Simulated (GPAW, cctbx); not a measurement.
# What do these deviations say about the bonding?

GaB3As4, P-43m (no. 215), a = 5.0689 Å, b = 5.0689 Å, c = 5.0689 Å, α = 90.00°, β = 90.00°, γ = 90.00°.

```csv
atom,mult.,x,y,z
As1,4,0.2329,0.2329,0.7671
Ga1,1,1/2,1/2,1/2
B1,3,0,0,1/2
```

The cell is our own: ordered zincblende alloy in the eight-atom cube, 3 of 4 Ga sites given to B.

Absolute values of the static structure factors of the conventional cell from DFT (PBE, GPAW) against free spherical atoms, in electrons:

| hkl | d (Å) | free atoms | crystal |
| --- | --- | --- | --- |
| 010 | 5.069 | 11.59 | 11.56 |
| 011 | 3.584 | 25.05 | 24.97 |
| 111 | 2.926 | 113.37 | 114.04 |
| 020 | 2.534 | 69.76 | 69.51 |
| 021 | 2.267 | 32.30 | 32.12 |
| 121 | 2.069 | 28.81 | 28.61 |
| 022 | 1.792 | 117.62 | 117.41 |
| 122 | 1.690 | 10.99 | 11.08 |
| 030 | 1.690 | 48.40 | 48.28 |
| 031 | 1.603 | 16.03 | 16.04 |

**Question.** Which way does charge move, and which reflections show it best?

Project each element's phase sum on the total phase. |F| rises if density moves to atoms that scatter in phase and falls if it moves to atoms that scatter against it; the rule is for low angles, since changes of shape take over beyond. Where all elements are in phase the terms compete, and the compactness of the donor's and the acceptor's density matters too.

| hkl | As in phase | Ga in phase | B in phase | change (e) | (%) |
| --- | --- | --- | --- | --- | --- |
| 010 | -0.4 | +1.0 | -1.0 | -0.03 | -0.2 |
| 011 | 0.0 | +1.0 | -1.0 | -0.08 | -0.3 |
| 111 | +3.7 | +0.3 | +0.9 | +0.67 | +0.6 |
| 020 | +3.9 | -1.0 | -3.0 | -0.25 | -0.4 |
| 021 | +0.4 | +1.0 | -1.0 | -0.17 | -0.5 |
| 121 | +0.6 | +0.7 | -0.7 | -0.20 | -0.7 |
| 022 | +3.8 | +1.0 | +3.0 | -0.20 | -0.2 |
| 122 | -0.3 | +0.9 | -0.9 | +0.10 | +0.9 |

Low-angle reflections that set elements apart and change by more than 0.05 e: 011, 020, 021 and 121 (010 hardly moves and tells little). The signs fit a gain of density on B and a loss on As and Ga. The best witness is 121, -0.7 %, where B enters with -0.7. The real-space density agrees: Voronoi charges As +0.09, Ga +0.04, B -0.13 e. The shortest bond, As–B, has Δρ = +0.18 e/Å³ at its midpoint, a covalent bond charge.

[Outputs are excerpts: Python notices, other lines and further rows are left out; steps that failed or that the build refused (PBEsol, TPSS) are not shown.]

[Logs are printed without paths, hosts, clocks, repeated set-up lines and the standing remarks that a program may print on its own settings, such as how far it seeks lower states.]
